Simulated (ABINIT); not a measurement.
**AlBiTeSe2 (P4/mmm): zone-centre phonons**

Aim: the zone-centre modes of AlBiTeSe2 (P4/mmm).

Main program and level: ABINIT 10.8.3; DFT LDA, scalar-relativistic, plane waves, HGH norm-conserving pseudopotentials.

This is a report of a sequence of runs, with most program output left out.

The structure was built from a prototype and need not be the compound's stable phase.

## (1) The structure

Symmetry: P4/mmm, No. 123, tetragonal system. Conventional cell: a = 5.038 Å, b = 5.038 Å, c = 5.038 Å, α = 90.00°, β = 90.00°, γ = 90.00°. Bi has 4 Te at 3.56 Å and 8 Se at 3.56 Å nearest. Nearest to Al lie 2 Te at 2.52 Å and 4 Se at 2.52 Å. Nearest to Se lie 2 Al at 2.52 Å. Nearest to Te lie 2 Al at 2.52 Å and 4 Bi at 3.56 Å. Farther neighbours and most contacts between anions are not listed.

Structure file:

```cif
data_structure
_symmetry_space_group_name_H-M 'P 1'
_symmetry_Int_Tables_number 1
_cell_length_a 5.0375
_cell_length_b 5.0375
_cell_length_c 5.0375
_cell_angle_alpha 90.000
_cell_angle_beta 90.000
_cell_angle_gamma 90.000
_cell_volume 127.84
loop_
_atom_site_label
_atom_site_type_symbol
_atom_site_fract_x
_atom_site_fract_y
_atom_site_fract_z
_atom_site_occupancy
Bi1 Bi 0.00000 0.00000 0.00000 1
Al2 Al 0.50000 0.50000 0.50000 1
Se3 Se 0.50000 0.00000 0.50000 1
Se4 Se 0.00000 0.50000 0.50000 1
Te5 Te 0.50000 0.50000 0.00000 1
```

## (2) A first look

A first run with smearing and empty bands tells whether the crystal has a gap, which decides between fixed occupations and smearing later on.

File probe.abi:

```
# ground state
tolvrs 1.0d-08
prtden 1
prtwf 1

# basis, mesh and filling
ecut 26.0
ecutsm 3.0
ixc 7
ngkpt 4 4 4
nshiftk 1
shiftk 0.0 0.0 0.0
istwfk *1
occopt 7
tsmear 0.005
nband 20
nstep 100
diemac 9.0
prtebands 0
prtgsr 0
useylm 1

# cell and atoms
acell 3*1.0 Angstrom
rprim 
    5.03753333 0.0 0.0
    0.0 5.03753333 0.0
    0.0 0.0 5.03753333
ntypat 4
znucl 83 13 34 52
natom 5
typat 1 2 3 3 4
xred 
    0.0 0.0 0.0
    0.5 0.5 0.5
    0.5 0.0 0.5
    0.0 0.5 0.5
    0.5 0.5 0.0
pp_dirpath "./pseudo"
pseudos "Bi.hgh, Al.hgh, Se.hgh, Te.hgh"
```

The run is started by

```bash
OMP_NUM_THREADS=1 mpirun -n 4 abinit probe.abi > probe.log
```

Run time: 23 s. Hardware: 4 MPI ranks of Arm Neoverse V1, shared host; 91 s of CPU time.

Numbers from this step:

| Property | Result |
| --- | --- |
| volume per atom | 25.57 Å³ |
| pressure | -2.604 GPa |
| gap on the k-mesh | 0 eV |

No gap opens on this mesh, so smearing is kept.

## (3) Rough relaxation

The typed start is rough, so a first relaxation with smearing and loose thresholds takes it towards rest cheaply.

File prerelax.abi:

```
# relaxation
ionmov 2
optcell 2
dilatmx 1.15
chkdilatmx 0
ntime 40
tolmxf 3.0d-04
tolvrs 1.0d-10
prtwf 0
prtden 0
chksymtnons 0

# basis, mesh and filling
ecut 20.8
ecutsm 3.0
ixc 7
ngkpt 4 4 4
nshiftk 1
shiftk 0.0 0.0 0.0
istwfk *1
occopt 7
tsmear 0.005
nband 20
nstep 100
diemac 1000000.0
prtebands 0
prtgsr 0
useylm 1

# cell and atoms
acell 3*1.0 Angstrom
rprim 
    5.03753333 0.0 0.0
    0.0 5.03753333 0.0
    0.0 0.0 5.03753333
ntypat 4
znucl 83 13 34 52
natom 5
typat 1 2 3 3 4
xred 
    0.0 0.0 0.0
    0.5 0.5 0.5
    0.5 0.0 0.5
    0.0 0.5 0.5
    0.5 0.5 0.0
pp_dirpath "./pseudo"
pseudos "Bi.hgh, Al.hgh, Se.hgh, Te.hgh"
```

The run is started by

```bash
OMP_NUM_THREADS=1 mpirun -n 4 abinit prerelax.abi > prerelax.log
```

It took 2.3 min on 4 MPI ranks.

Step by step:

```tsv
step	energy less that of the first step (eV)	largest force (eV/Å)	volume (Å³)
1	0.0000	0.0000	127.84
2	-0.0605	0.0000	126.83
3	-0.2566	0.0000	118.83
4	-0.2677	0.0000	120.51
5	-0.2703	0.0000	120.88
6	-0.2758	0.0000	122.11
7	-0.2759	0.0000	122.14
```

```tsv
conventional cell, symmetrised	before	after	change
a (Å)	5.038	4.814	-4.4 %
b (Å)	5.038	4.814	-4.4 %
c (Å)	5.038	5.270	+4.6 %
volume (Å³/atom)	25.57	24.43	-4.5 %
```

Read from the output:

```
volume per atom : 24.43 Å³
pressure        : -0.006043 GPa
```

The volume changes by -4.5 % in this run and stands -4.5 % from the first cell.

## (4) Relaxation

The harmonic expansion needs vanishing forces, and a free crystal bears no stress, so cell and atoms are brought to rest. Stress is more sensitive to the basis than forces are: the last 3 Ha under the cutoff are smoothed with ecutsm.

File relax.abi:

```
# relaxation
ionmov 2
optcell 2
dilatmx 1.08
ntime 40
tolmxf 1.0d-05
tolvrs 1.0d-14
prtwf 0
prtden 0
chksymtnons 0

# basis, mesh and filling
ecut 26.0
ecutsm 3.0
ixc 7
ngkpt 6 6 4
nshiftk 1
shiftk 0.0 0.0 0.0
istwfk *1
occopt 7
tsmear 0.01
nband 20
nstep 100
diemac 1000000.0
prtebands 0
prtgsr 0
useylm 1

# cell and atoms
acell 3*1.0 Angstrom
rprim 
    4.814299533 0.0 0.0
    0.0 4.814299533 0.0
    0.0 0.0 5.269733358
ntypat 4
znucl 83 13 34 52
natom 5
typat 1 2 3 3 4
xred 
    0.0 0.0 0.0
    0.5 0.5 0.5
    0.5 0.0 0.5
    0.0 0.5 0.5
    0.5 0.5 0.0
pp_dirpath "./pseudo"
pseudos "Bi.hgh, Al.hgh, Se.hgh, Te.hgh"
```

The run is started by

```bash
OMP_NUM_THREADS=1 mpirun -n 4 abinit relax.abi > relax.log
```

The job ended after 4.1 min (4 MPI ranks).

The steps of the relaxation:

```tsv
step	energy less that of the first step (eV)	largest force (eV/Å)	volume (Å³)
1	0.0000	0.0000	122.14
2	-0.0030	0.0000	122.03
3	-0.0185	0.0000	120.97
4	-0.0191	0.0000	121.18
5	-0.0204	0.0000	121.95
6	-0.0205	0.0000	122.04
7	-0.0205	0.0000	122.04
```

```tsv
conventional cell, symmetrised	before	after	change
a (Å)	4.814	4.760	-1.1 %
b (Å)	4.814	4.760	-1.1 %
c (Å)	5.270	5.386	+2.2 %
volume (Å³/atom)	24.43	24.41	-0.1 %
```

The relaxed structure:

```xyz
5
Lattice="4.7600 0.0000 0.0000 0.0000 4.7600 0.0000 0.0000 0.0000 5.3863" Properties=species:S:1:pos:R:3 pbc="T T T"
Bi    0.0000    0.0000    0.0000
Al    2.3800    2.3800    2.6932
Se    2.3800    0.0000    2.6932
Se    0.0000    2.3800    2.6932
Te    2.3800    2.3800    0.0000
```

Read from the output:

| Item | Value |
| --- | --- |
| volume per atom | 24.41 Å³ |
| pressure | -0.001114 GPa |

The volume changes by -0.1 % in this run and stands -4.5 % from the first cell.

## (5) Ground state

The response is built on these wavefunctions, so the potential is converged far more tightly than an energy would need. ecutsm is kept as in the relaxation, so that the cell stays at rest. Smearing stays on, as the first look found no gap above 0.3 eV.

File gs.abi:

```
# ground state
tolvrs 1.0d-16
prtden 1
prtwf 1

# basis, mesh and filling
ecut 26.0
ecutsm 3.0
ixc 7
ngkpt 6 6 4
nshiftk 1
shiftk 0.0 0.0 0.0
istwfk *1
occopt 7
tsmear 0.01
nband 20
nstep 100
diemac 1000000.0
prtebands 0
prtgsr 0
useylm 1

# cell and atoms
acell 3*1.0 Angstrom
rprim 
    4.760004143 0.0 0.0
    0.0 4.760004143 0.0
    0.0 0.0 5.386304859
ntypat 4
znucl 83 13 34 52
natom 5
typat 1 2 3 3 4
xred 
    0.0 0.0 0.0
    0.5 0.5 0.5
    0.5 0.0 0.5
    0.0 0.5 0.5
    0.5 0.5 0.0
pp_dirpath "./pseudo"
pseudos "Bi.hgh, Al.hgh, Se.hgh, Te.hgh"
```

The run is started by

```bash
OMP_NUM_THREADS=1 mpirun -n 4 abinit gs.abi > gs.log
```

Wall time 46 s (4 MPI ranks); 3.1 min of CPU time.

This step gave:

```
pressure : -0.001121 GPa
```

The cell stands at -0.0011 GPa, close enough for phonons.

## (6) Zone-centre response

At q = 0 one unit cell holds all displacements. The response is solved for single atoms along the cell's directions, and symmetry skips those that follow from others. The crystal is treated as a metal, which screens a static field, so no field response is asked.

File dfpt_gamma.abi:

```

# common to the responses
getwfk_filepath "gso_WFK"
kptopt 2
nqpt 1
qpt 0.0 0.0 0.0
asr 0
chneut 0

# displacements
rfphon 1
rfatpol 1 5
rfdir 1 1 1
tolvrs 1.0d-10
prtwf 0

# basis, mesh and filling
ecut 26.0
ecutsm 3.0
ixc 7
ngkpt 6 6 4
nshiftk 1
shiftk 0.0 0.0 0.0
istwfk *1
occopt 7
tsmear 0.01
nband 20
nstep 100
diemac 1000000.0
prtebands 0
prtgsr 0
useylm 1

# cell and atoms
acell 3*1.0 Angstrom
rprim 
    4.760004143 0.0 0.0
    0.0 4.760004143 0.0
    0.0 0.0 5.386304859
ntypat 4
znucl 83 13 34 52
natom 5
typat 1 2 3 3 4
xred 
    0.0 0.0 0.0
    0.5 0.5 0.5
    0.5 0.0 0.5
    0.0 0.5 0.5
    0.5 0.5 0.0
pp_dirpath "./pseudo"
pseudos "Bi.hgh, Al.hgh, Se.hgh, Te.hgh"
```

The run is started by

```bash
OMP_NUM_THREADS=1 mpirun -n 4 abinit dfpt_gamma.abi > dfpt_gamma.log
```

Elapsed: 7.6 min, on 4 MPI ranks.

This step gave:

| Item | Value |
| --- | --- |
| largest acoustic frequency at the zone centre before the sum rule | 1.28 cm⁻¹ |
| highest optical zone-centre mode (no LO-TO term) | 362.9 cm⁻¹ |
| lowest optical zone-centre mode | -93.1 cm⁻¹ |

The acoustic modes at Γ come out as far as 1.3 cm⁻¹ from zero, where they should vanish, a small numerical error. The lowest optical mode is imaginary, 93i cm⁻¹, an instability at this level and on this k mesh.

## (7) Zone-centre analysis

anaddb reads the merged derivatives and imposes the acoustic sum rule.

File anaddb.abi:

```
ddb_filepath "gamma_DDB"
output_file "anaddb.abo"
outdata_prefix "anaddb"
asr 1
chneut 1
enunit 2
eivec 1
nph1l 1
qph1l 0.0 0.0 0.0 1.0
```

File mrgddb.in:

```
gamma_DDB
merged
2
dfpt_gammao_DDB
gso_DDB
```

The run is started by

```bash
mrgddb < mrgddb.in > mrgddb.log
OMP_NUM_THREADS=1 anaddb anaddb.abi > anaddb.log
```

The job ended after 0.5 s (1 thread).

This step gave:

```
lowest optical zone-centre mode : -93.12 cm⁻¹
```

No LO-TO term; unit eigenvectors of the mass-weighted matrix, from anaddb's displacements. Modes at Γ, with each element's share of the kinetic energy (negative means imaginary):

```tsv
mode	frequency (cm⁻¹)	Bi %	Al %	Se %	Te %
1	-93.1	27	10	63	1
2	-83.4	38	1	50	10
3	-83.4	38	1	50	10
4	-81.6	0	0	100	0
5	-56.2	10	1	36	53
6	-56.2	10	1	36	53
7	-32.0	33	28	1	38
8	0.0	40	5	30	24
9	0.0	40	5	30	24
10	0.0	40	5	30	24
11	46.8	11	29	48	13
12	46.8	11	29	48	13
13	226.8	0	57	6	37
14	362.9	0	64	36	0
15	362.9	0	64	36	0
```

Displacements in mode 1 (-93.1 cm⁻¹), the largest set to 1:
```
Bi1  0.00  0.00  0.57
Al2  0.00  0.00  0.95
Se3  0.00  0.00 -1.00
Se4  0.00  0.00 -1.00
Te5  0.00  0.00  0.10
```

Displacements in mode 7 (-32.0 cm⁻¹), the largest set to 1:
```
Bi1  0.00  0.00  0.39
Al2  0.00  0.00 -1.00
Se3  0.00  0.00  0.09
Se4  0.00  0.00  0.09
Te5  0.00  0.00 -0.54
```

The rule moves no optical mode by more than 0.1 cm⁻¹.

## (8) Results

```json
{
 "space group after relaxation": "P4/mmm",
 "volume per atom": "24.4 Å³",
 "highest optical zone-centre mode (no LO-TO term)": "362.9 cm⁻¹",
 "lowest optical zone-centre mode": "-93.1 cm⁻¹",
 "imaginary optical modes at the zone centre (no q mesh in this session)": "yes"
}
```

What this shows: At the LDA level the optical modes of AlBiTeSe2 (P4/mmm) at the zone centre run from 93i to 363 cm⁻¹, so the structure is a saddle point, with 7 modes beyond 10i cm⁻¹ there. These are harmonic frequencies at zero temperature: anharmonic shifts and linewidths and thermal expansion are left out. Spin-orbit coupling is left out, which can matter for the heavy elements here. The HGH files keep few electrons and have no core correction, which is cheap but rough for Bi. In a metal the frequencies hang on the k mesh and the smearing, most of all near Kohn anomalies. The structure is a hypothetical one, built on a prototype.

[Host names and launcher messages were left out of these logs when they were recorded.]

[Logs are printed without paths, hosts, clocks, repeated set-up lines and the standing remarks that a program may print on its own settings, such as how far it seeks lower states.]

[Hosts, paths, dates, database ids (printed as entryN), source tags and the programs' standing remarks are cut or masked in the printed files.]
